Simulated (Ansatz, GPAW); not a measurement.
# hexatriene-1,6-dithiol between two Ni chains: relaxation, then transmission at several levels, part 2 of 4

Wanted: T(E) of hexatriene-1,6-dithiol between two Ni chains at a relaxed geometry in two programs, beside the unrelaxed structure.

GPAW 26.7.0 and Ansatz 0.2.0; Ansatz plane waves; relaxation of the junction with the lead ends held; PAW set soft_1 (the session's first sound run).

So far. Step 2 (Relaxation): The relaxation lowered the energy of the cell by 1.52 eV.

## 3. Plane-wave reference (PBE)

Plane waves give the reference curve, free of the bias of atom-centred orbitals.

This step: Ansatz plane waves; Landauer transmission by layers, zero bias; PAW set soft_1 (Ansatz 0.2.0).

The input, input.yaml:

```yaml
crystal:
  lattice:
    - [12.086046068, 0.0, 0.0]
    - [0.0, 9.0, 0.0]
    - [0.0, 0.0, 42.7813647821]
  atoms:
    - { symbol: Ni, position: [0.5, 0.5, 0.0252446364], spin: 1.0 }
    - { symbol: Ni, position: [0.5, 0.5, 0.0757339093], spin: 1.0 }
    - { symbol: Ni, position: [0.5, 0.5, 0.1262231822], spin: 1.0 }
    - { symbol: Ni, position: [0.5, 0.5, 0.176712455], spin: 1.0 }
    - { symbol: Ni, position: [0.5, 0.5, 0.2272017279], spin: 1.0 }
    - { symbol: Ni, position: [0.5, 0.5, 0.2776910008], spin: 1.0 }
    - { symbol: Ni, position: [0.4065968963, 0.5966316085, 0.3165577896], spin: 1.0 }
    - { symbol: Ni, position: [0.4656969746, 0.5034740674, 0.3610601655], spin: 1.0 }
    - { symbol: S, position: [0.3536698521, 0.4729295837, 0.3976818533] }
    - { symbol: C, position: [0.3748269218, 0.4929295911, 0.4371016341] }
    - { symbol: H, position: [0.549956059, 0.4882556146, 0.4460347283] }
    - { symbol: H, position: [0.2946024424, 0.4999408539, 0.4490085628] }
    - { symbol: C, position: [0.4673236653, 0.4947978904, 0.4563706867] }
    - { symbol: C, position: [0.456809938, 0.5017560715, 0.4892720579] }
    - { symbol: H, position: [0.6278208406, 0.4923892903, 0.5014206509] }
    - { symbol: H, position: [0.3724931513, 0.5085856776, 0.4985780531] }
    - { symbol: C, position: [0.5435001279, 0.499186881, 0.5107255632] }
    - { symbol: C, position: [0.5329758056, 0.5061275853, 0.5436270807] }
    - { symbol: H, position: [0.7056964566, 0.5011243979, 0.5510005892] }
    - { symbol: H, position: [0.4503381602, 0.5126665592, 0.5539597994] }
    - { symbol: C, position: [0.6254599329, 0.5080608033, 0.5629007871] }
    - { symbol: S, position: [0.6465393214, 0.5281476529, 0.6023205767] }
    - { symbol: Ni, position: [0.534521315, 0.4972250215, 0.6389221024], spin: 1.0 }
    - { symbol: Ni, position: [0.5938186558, 0.404244157, 0.6834229576], spin: 1.0 }
    - { symbol: Ni, position: [0.5, 0.5, 0.7223089992], spin: 1.0 }
    - { symbol: Ni, position: [0.5, 0.5, 0.7727982721], spin: 1.0 }
    - { symbol: Ni, position: [0.5, 0.5, 0.823287545], spin: 1.0 }
    - { symbol: Ni, position: [0.5, 0.5, 0.8737768178], spin: 1.0 }
    - { symbol: Ni, position: [0.5, 0.5, 0.9242660907], spin: 1.0 }
    - { symbol: Ni, position: [0.5, 0.5, 0.9747553636], spin: 1.0 }
magnetization:
  spin_polarized: true
kpoints:
  mp_grid: { grid: [1, 1, 2] }
hamiltonian:
  xc: pbe
  pseudopotentials: { kind: paw, azcp: { folder: soft_1 } }
scf:
  occupations: { method: fermi_dirac, width: 0.1 }
output:
  transmission:
    leads: [[0, 1]]
    e_range: [-2, 2]
    de: 0.025
    kmesh: [1, 1]
    reduced_basis: true
  write_potential: true
  write_density: true
  volumetric_format: npy
```

Started as:

```
> ansatz run input.yaml --threads 4 --pin off --max-ram 8192MiB --backend cpu --events-out ev --progress --plain --runs-dir out
```

Numbers of over 12 decimals in the logs are rounded to 6 here.

Log:

```text
[...]
Crystal: 30 atoms, lattice volume = 4653.518 Å³
Basis set: ecut = 420 eV, 90925 PW (Γ)
Bands: 208, of which v1, the nominal top of the filled ones, is band 165 counted from 1 (164 counted from 0)
Symmetry: 1 space group operations
[...]
k-points: 2
[...]
Starting moments: Σ|m| = 16 μB on 16 of 30 sites
[...]
SCF iter   1: F=—  HF=-96788.131176 eV  |F-HF|=—  |Δ(HF+E_count)|=         —  Δρ=2.33e-2 (↑2.33e-2 ↓1.18e-2)  dr2=5.90e1  dr2_m=4.44e0  M=19.927 μB ∫|m|=20.463 μB  β_m=0.30  ethr=3.10e-3  ⟨swp⟩=8.2  Hψ=3640  notcnv=0  defer=70
[...]
SCF iter  28: F=-96798.042673 eV  HF=-96798.042673 eV  |F-HF|=7.13e-8  |Δ(HF+E_count)|=   1.30e-8  Δρ=1.18e-6 (↑2.32e-7 ↓1.18e-6)  dr2=8.80e-8  dr2_m=1.04e-8  M=17.075 μB ∫|m|=18.097 μB  ethr=6.98e-12  ⟨swp⟩=2.0  Hψ=2633  notcnv=0
SCF 1 converged in 28 iterations: F = -96798.042673 eV  dr2 = 8.80e-8
[...]
transmission: 11 of 106 steps passed
transmission: 22 of 106 steps passed
[...]
transmission: 106 of 106 steps passed
WARN: The input density's exchange-correlation potential varies sharply where the density is thin. Do not read a vacuum level from v_tot or v_xc, or from such a field of the output density. On a cell that repeats whose density bears no net charge and no dipole along the vacuum's axis use v_es (v_loc + v_h of the components); under efield.dipole_correction with no amplitude use v_es + v_field, which holds any external [...]
SCF converged after 28 iterations
the last check of whether an eigenvalue changes by more than its tolerance under the output density was not made (no_room)
Magnetization: 17.0745 μB (173.5373 up, 156.4627 down)
Absolute magnetization: 18.1026 μB (∫|ρ↑−ρ↓|, with the PAW one-centre terms)
[...]
Per-site moments (μB) at R_I (Å): [(1.092269, 0.891000), (1.088292, 0.891000), (1.093054, 0.891000), (1.074292, 0.891000), (1.100850, 0.891000), (1.037100, 0.891000), (0.994537, 0.903321), (0.740220, 0.861663), (0.014564, 0.707511), (-0.00240153, 0.452545), (-0.000160293, 0.451192), (0.000983872, 0.452545), (0.00341938, 0.451192), (0.000381628, 0.452014), (6.86671677921901e-6, 0.452018), (6.919164479901047e-6, 0.4520 [...]
Free energy (F): -96798.042673 eV
[...]
Internal energy: -96796.559457 eV  (E = F + TS)
E sigma→0 (E₀):  -96797.301065 eV
Entropy (-TS):   -1.483215 eV (-49.441 meV/atom)
Fermi energy:    -3.620239 eV
[...]
--- Band table (eV) ---
  k-point 0 ↑: bands = [... 161 lower, -4.5041, -4.4932, -4.4573, -4.4454, -4.4180, -4.4068, -4.4056, -4.3605, ... 39 higher]
  k-point 1 ↑: bands = [... 161 lower, -4.5443, -4.4684, -4.4597, -4.4406, -4.4310, -4.4179, -4.3848, -4.3573, ... 39 higher]
  k-point 0 ↓: bands = [... 161 lower, -3.5166, -3.4808, -3.4725, -3.4103, -3.3581, -3.3330, -3.2697, -3.2476, ... 39 higher]
  k-point 1 ↓: bands = [... 161 lower, -3.4965, -3.4943, -3.4371, -3.4219, -3.3569, -3.3291, -3.2980, -3.2624, ... 39 higher]
--- Transmission ---
  basis      : 963 plane waves across, 53 finite elements along
  points     : 1, standing for a mesh of 1 x 1
  filling    : by the input's occupations and mesh, since the crystals that have channels conduct as metals do. If one of these is a semiconductor, that mesh has misplaced its level
  energies   : 161 from -2.000000 to 2.000000 eV about the Fermi level, 0.025000 eV apart; the leads are filled to 0.000000 eV, and channels, transmission and decay are at 0.000000 eV
  crystal 0  : Ni1, at the sites [0, 1], period 2.1600 Å, over 25.92 Å; its Hamiltonian steps by up to 12.1 meV
    offset         : up to 0.0000 Å between an atom of the period and one for which it stands
    filled         : 26.1 meV over the level at which it is neutral
    channels       : 1.000000e0 up, 6.000000e0 down
    conductance    : 2.2165e14 S/m² at 300 K; may be off by some 0.0 % by where its bands' edges are placed, 6.4 % from the distance to neutral
  junction   : crystal 0 to crystal 0, 0.69 to 41.31 Å
    transmission   : 9.902705e-1 up, 6.898917e-1 down
    conductance    : 5.4859e13 S/m² at 300 K (5.5081e13 on every other energy)
    error estimate : 0.4 % from the energy spacing and 0.0 % from band edges of the leads and from resonances (wavevectors taken as independent; lower de), 12.8 % from the steps of its leads' Hamiltonians or their offsets (lay more layers), 2.9 % from the distance to neutral
    resistance     : 6.5223e-3 Ω µm² beyond half of each lead's own
```

Wall time 4.9 h (4 threads of Arm Neoverse N1, shared host); peak memory 7.3 GiB; 16 h of CPU time.

Numbers from this step:

```
free energy                                      : -96798.0427 eV
lead level                                       : 0 eV from the Fermi level
transmission at the Fermi level, spin up         : 0.9903
transmission at the Fermi level, spin down       : 0.6899
lead channels, spin up                           : 1
lead channels, spin down                         : 6
step of the potential along the lead             : 12.1 meV
offset of the lead                               : 0 Å
filling of the lead less its bulk value, in size : 26.1 meV
conductance                                      : 0.7702 G₀
```

Each spin. Transmission, zone mean against energy, zero at the Fermi level:

| energy (eV) | T, spin up | T, spin down |
| --- | --- | --- |
| -2.000 | 0.544 | 0.281 |
| -1.800 | 0.465 | 0.0367 |
| -1.600 | 0.0365 | 0.00934 |
| -1.425 | 0.946 | 0.00448 |
| -1.400 | 0.456 | 0.00444 |
| -1.200 | 0.127 | 0.664 |
| -1.000 | 0.570 | 0.518 |
| -0.900 | 0.990 | 0.980 |
| -0.800 | 0.783 | 0.274 |
| -0.600 | 0.00933 | 0.171 |
| -0.400 | 0.0323 | 0.903 |
| -0.325 | 0.0480 | 1.00 |
| -0.200 | 0.115 | 0.872 |
| 0.000 | 0.990 | 0.690 |
| 0.200 | 0.0919 | 0.342 |
| 0.400 | 0.0262 | 0.530 |
| 0.600 | 0.0131 | 0.0652 |
| 0.800 | 0.00881 | 0.0329 |
| 1.000 | 0.00755 | 0.0168 |
| 1.200 | 0.00829 | 0.0135 |
| 1.400 | 0.0125 | 0.0164 |
| 1.600 | 0.0322 | 0.0334 |
| 1.800 | 0.520 | 0.231 |
| 1.825 | 0.989 | 0.366 |
| 1.925 | 0.827 | 0.548 |
| 2.000 | 0.153 | 0.0637 |

Each spin. Table of open channels, zone mean by energy, zero at the Fermi level:

| energy (eV) | channels, spin up | channels, spin down |
| --- | --- | --- |
| -2.000 | 3 | 1 |
| -1.900 | 3 | 3 |
| -1.800 | 4 | 3 |
| -1.700 | 4 | 3 |
| -1.600 | 4 | 3 |
| -1.500 | 6 | 3 |
| -1.400 | 6 | 3 |
| -1.300 | 6 | 3 |
| -1.200 | 6 | 4 |
| -1.100 | 6 | 4 |
| -1.000 | 4 | 4 |
| -0.900 | 4 | 4 |
| -0.800 | 4 | 4 |
| -0.700 | 3 | 4 |
| -0.600 | 1 | 6 |
| -0.500 | 1 | 6 |
| -0.400 | 1 | 6 |
| -0.300 | 1 | 6 |
| -0.200 | 1 | 6 |
| -0.100 | 1 | 6 |
| 0.000 | 1 | 6 |
| 0.100 | 1 | 4 |
| 0.200 | 1 | 4 |
| 0.300 | 1 | 4 |
| 0.400 | 1 | 4 |
| 0.500 | 1 | 3 |
| 0.600 | 1 | 3 |
| 0.700 | 1 | 1 |
| 0.800 | 1 | 1 |
| 0.900 | 1 | 1 |
| 1.000 | 1 | 1 |
| 1.100 | 1 | 1 |
| 1.200 | 1 | 1 |
| 1.300 | 1 | 1 |
| 1.400 | 1 | 1 |
| 1.500 | 1 | 1 |
| 1.600 | 1 | 1 |
| 1.700 | 1 | 1 |
| 1.800 | 1 | 1 |
| 1.900 | 1 | 1 |
| 2.000 | 1 | 1 |

At 0.0000 eV from the Fermi level; k in fractions of b1, b2; points that symmetry leaves. k resolved, by row:

| spin | k1 | k2 | weight | t_junction_0 | channels_crystal_0 |
| --- | --- | --- | --- | --- | --- |
| up | 0 | 0 | 1 | 0.9903 | 1 |
| dn | 0 | 0 | 1 | 0.6899 | 6 |

Crystal 0, spin up, k parallel (0, 0); distinct values, listed up to 1.5 1/Å. Table of Im kz of the slowest decaying states by energy, zero at the Fermi level:

| energy (eV) | decay 1 (Å⁻¹) | decay 2 (Å⁻¹) | decay 3 (Å⁻¹) | decay 4 (Å⁻¹) |
| --- | --- | --- | --- | --- |
| -2.0000 | 0.254 | 0.722 | 0.722 | 1.25 |
| -1.7500 | 0.485 | 0.485 | 1.23 | 1.26 |
| -1.5000 | 1.21 | 1.24 | 1.27 | 1.36 |
| -1.2500 | 1.18 | 1.22 | 1.25 | 1.34 |
| -1.0000 | 0.126 | 0.127 | 1.16 | 1.19 |
| -0.7500 | 0.586 | 0.586 | 1.14 | 1.17 |
| -0.5000 | 0.169 | 0.171 | 0.269 | 0.780 |
| -0.2500 | 0.266 | 0.267 | 0.395 | 0.913 |
| 0.0000 | 0.320 | 0.321 | 0.486 | 1.01 |
| 0.2500 | 0.354 | 0.355 | 0.559 | 1.04 |
| 0.5000 | 0.373 | 0.374 | 0.620 | 1.02 |
| 0.7500 | 0.379 | 0.381 | 0.673 | 0.998 |
| 1.0000 | 0.375 | 0.378 | 0.719 | 0.973 |
| 1.2500 | 0.360 | 0.364 | 0.761 | 0.938 |
| 1.5000 | 0.335 | 0.340 | 0.798 | 0.901 |
| 1.7500 | 0.295 | 0.304 | 0.831 | 0.863 |
| 2.0000 | 0.238 | 0.251 | 0.823 | 0.862 |

Crystal 0, spin up, k parallel (0, 0). Table of Re kz of states that move upwards by energy, zero at the Fermi level:

| energy (eV) | channel 1 (Å⁻¹) | channel 2 (Å⁻¹) | channel 3 (Å⁻¹) | channel 4 (Å⁻¹) | channel 5 (Å⁻¹) | channel 6 (Å⁻¹) |
| --- | --- | --- | --- | --- | --- | --- |
| -2.000 | -0.710 | -0.709 | 0.800 | - | - | - |
| -1.800 | -0.628 | -0.627 | 0.153 | 0.850 | - | - |
| -1.600 | -0.548 | -0.547 | 0.332 | 0.906 | - | - |
| -1.400 | -0.467 | -0.467 | 0.443 | 0.553 | 0.553 | 0.970 |
| -1.200 | -0.386 | -0.385 | 0.527 | 0.886 | 0.886 | 1.04 |
| -1.000 | -0.297 | -0.296 | 0.597 | 1.14 | - | - |
| -0.800 | -0.189 | -0.188 | 0.656 | 1.28 | - | - |
| -0.600 | 0.707 | - | - | - | - | - |
| -0.400 | 0.752 | - | - | - | - | - |
| -0.200 | 0.793 | - | - | - | - | - |
| 0.000 | 0.829 | - | - | - | - | - |
| 0.200 | 0.863 | - | - | - | - | - |
| 0.400 | 0.895 | - | - | - | - | - |
| 0.600 | 0.925 | - | - | - | - | - |
| 0.800 | 0.953 | - | - | - | - | - |
| 1.000 | 0.980 | - | - | - | - | - |
| 1.200 | 1.01 | - | - | - | - | - |
| 1.400 | 1.03 | - | - | - | - | - |
| 1.600 | 1.06 | - | - | - | - | - |
| 1.800 | 1.08 | - | - | - | - | - |
| 2.000 | 1.11 | - | - | - | - | - |

Crystal 0, spin dn, k parallel (0, 0); distinct values, listed up to 1.5 1/Å. Table of Im kz of the slowest decaying states by energy, zero at the Fermi level:

| energy (eV) | decay 1 (Å⁻¹) | decay 2 (Å⁻¹) | decay 3 (Å⁻¹) | decay 4 (Å⁻¹) |
| --- | --- | --- | --- | --- |
| -2.000 | 0.166 | 0.169 | 0.566 | 1.08 |
| -1.800 | 0.487 | 1.02 | 1.03 | 1.22 |
| -1.600 | 0.389 | 0.955 | 0.956 | 1.20 |
| -1.400 | 0.250 | 0.873 | 0.875 | 1.18 |
| -1.200 | 0.774 | 0.775 | 1.16 | 1.19 |
| -1.000 | 0.644 | 0.645 | 1.13 | 1.17 |
| -0.800 | 0.451 | 0.452 | 1.11 | 1.15 |
| -0.600 | 1.09 | 1.13 | 1.17 | 1.27 |
| -0.400 | 1.07 | 1.11 | 1.15 | 1.25 |
| -0.200 | 1.05 | 1.09 | 1.13 | 1.23 |
| 0.000 | 1.03 | 1.07 | 1.10 | 1.20 |
| 0.200 | 0.478 | 0.478 | 1.01 | 1.05 |
| 0.400 | 0.660 | 0.661 | 0.986 | 1.03 |
| 0.600 | 0.209 | 0.786 | 0.786 | 0.965 |
| 0.800 | 0.134 | 0.135 | 0.330 | 0.883 |
| 1.000 | 0.198 | 0.199 | 0.414 | 0.925 |
| 1.200 | 0.231 | 0.232 | 0.480 | 0.906 |
| 1.400 | 0.246 | 0.249 | 0.536 | 0.888 |
| 1.600 | 0.248 | 0.252 | 0.585 | 0.870 |
| 1.800 | 0.236 | 0.242 | 0.627 | 0.853 |
| 2.000 | 0.211 | 0.220 | 0.665 | 0.822 |

Crystal 0, spin dn, k parallel (0, 0). Table of Re kz of states that move upwards by energy, zero at the Fermi level:

| energy (eV) | channel 1 (Å⁻¹) | channel 2 (Å⁻¹) | channel 3 (Å⁻¹) | channel 4 (Å⁻¹) | channel 5 (Å⁻¹) | channel 6 (Å⁻¹) |
| --- | --- | --- | --- | --- | --- | --- |
| -2.000 | 0.629 | - | - | - | - | - |
| -1.800 | -1.19 | -1.19 | 0.664 | - | - | - |
| -1.600 | -1.04 | -1.04 | 0.699 | - | - | - |
| -1.400 | -0.932 | -0.931 | 0.733 | - | - | - |
| -1.200 | -0.837 | -0.836 | 0.169 | 0.768 | - | - |
| -1.000 | -0.751 | -0.751 | 0.351 | 0.804 | - | - |
| -0.800 | -0.672 | -0.671 | 0.469 | 0.842 | - | - |
| -0.600 | -0.596 | -0.595 | 0.214 | 0.215 | 0.564 | 0.883 |
| -0.400 | -0.523 | -0.522 | 0.598 | 0.598 | 0.644 | 0.931 |
| -0.200 | -0.450 | -0.449 | 0.713 | 0.890 | 0.890 | 0.988 |
| 0.000 | -0.376 | -0.376 | 0.771 | 1.06 | 1.33 | 1.33 |
| 0.200 | -0.300 | -0.299 | 0.820 | 1.15 | - | - |
| 0.400 | -0.215 | -0.214 | 0.862 | 1.30 | - | - |
| 0.600 | -0.103 | -0.101 | 0.898 | - | - | - |
| 0.800 | 0.931 | - | - | - | - | - |
| 1.000 | 0.961 | - | - | - | - | - |
| 1.200 | 0.989 | - | - | - | - | - |
| 1.400 | 1.02 | - | - | - | - | - |
| 1.600 | 1.04 | - | - | - | - | - |
| 1.800 | 1.07 | - | - | - | - | - |
| 2.000 | 1.09 | - | - | - | - | - |

The electrostatic potential energy of an electron (with the applied field's), less the Fermi level, planar mean oscillates, so the rows of the table below give means over windows of 2.08 Å about each position, cut where the curve ends. Its first 14 maxima inside the range that stand out by 2 % of the span (Å: eV): 1.0: 4.27, 2.2: 4.70, 3.3: 4.25, 4.3: 4.69, 5.3: 4.24, 6.5: 4.66, 8.6: 4.62, 10.8: 4.53, 12.8: 4.00, 13.5: 3.94, 14.6: 4.22, 15.4: 3.96, 16.2: 4.00, 18.0: 4.24. Its first 14 minima: 0.7: 4.23, 1.3: 4.23, 3.0: 4.22, 3.6: 4.21, 5.1: 4.21, 5.8: 4.21, 7.9: 4.15, 10.1: 4.10, 12.3: 3.87, 13.1: 3.86, 14.0: 3.90, 15.2: 3.91, 15.9: 3.89, 17.1: 3.62.

The electrostatic potential energy of an electron (with the applied field's), less the Fermi level, planar mean by z; means over each step:

| z (Å) | electrostatic potential energy of an electron (with the applied field's), less the Fermi level, planar mean (eV) |
| --- | --- |
| 1.04 | 4.39 |
| 3.12 | 4.38 |
| 5.20 | 4.37 |
| 7.28 | 4.33 |
| 9.36 | 4.29 |
| 11.44 | 4.15 |
| 13.52 | 3.97 |
| 15.60 | 3.95 |
| 17.68 | 3.85 |
| 19.76 | 3.60 |
| 21.84 | 3.57 |
| 23.92 | 3.62 |
| 26.00 | 3.84 |
| 28.08 | 4.00 |
| 30.16 | 3.93 |
| 32.24 | 4.24 |
| 34.32 | 4.32 |
| 36.40 | 4.36 |
| 38.48 | 4.39 |
| 40.56 | 4.40 |

The valence density, planar mean (density) oscillates, so the rows of the table below give means over windows of 2.23 Å about each position, cut where the curve ends. Its first 14 maxima inside the range that stand out by 2 % of the span (Å: e/Å³): 1.0: 0.227, 3.3: 0.229, 5.3: 0.225, 7.6: 0.230, 9.7: 0.223, 11.9: 0.232, 13.5: 0.231, 15.4: 0.233, 16.8: 0.0376, 19.2: 0.0643, 21.4: 0.0604, 23.6: 0.0643, 26.0: 0.0376, 27.3: 0.233. Its first 14 minima: 2.2: 0.0127, 4.3: 0.0125, 6.5: 0.0127, 8.6: 0.0125, 10.8: 0.0128, 12.8: 0.0228, 14.6: 0.0162, 16.2: 0.0304, 18.0: 0.0227, 20.2: 0.0251, 22.6: 0.0251, 24.8: 0.0227, 26.6: 0.0305, 28.2: 0.0162.

Valence density, planar mean against z; means over each step:

| z (Å) | density (e/Å³) | rho spin (e/Å³) |
| --- | --- | --- |
| 1.11 | 0.0746 | 0.00469 |
| 3.34 | 0.0746 | 0.00465 |
| 5.57 | 0.0747 | 0.00471 |
| 7.80 | 0.0747 | 0.00464 |
| 10.03 | 0.0749 | 0.00467 |
| 12.26 | 0.0933 | 0.00559 |
| 14.49 | 0.105 | 0.00494 |
| 16.72 | 0.0454 | 0.00126 |
| 18.95 | 0.0405 | 4.2e-5 |
| 21.18 | 0.0400 | 2.3e-5 |
| 23.41 | 0.0409 | 3.6e-5 |
| 25.64 | 0.0312 | 4.1e-4 |
| 27.87 | 0.0869 | 0.00368 |
| 30.10 | 0.120 | 0.00716 |
| 32.33 | 0.0774 | 0.00473 |
| 34.56 | 0.0764 | 0.00483 |
| 36.79 | 0.0759 | 0.00483 |
| 39.02 | 0.0754 | 0.00470 |
| 41.25 | 0.0751 | 0.00479 |

The largest of the program's own error estimates on the conductance is 13 %. T at the Fermi level is 0.840 of 3.5 open channels a spin.

(Part 2 of 4 ends here.)

[Logs are printed without paths, hosts, clocks, repeated set-up lines and the standing remarks that a program may print on its own settings, such as how far it seeks lower states.]

[Hosts, paths, dates, database ids (printed as entryN), source tags and the programs' standing remarks are cut or masked in the printed files.]
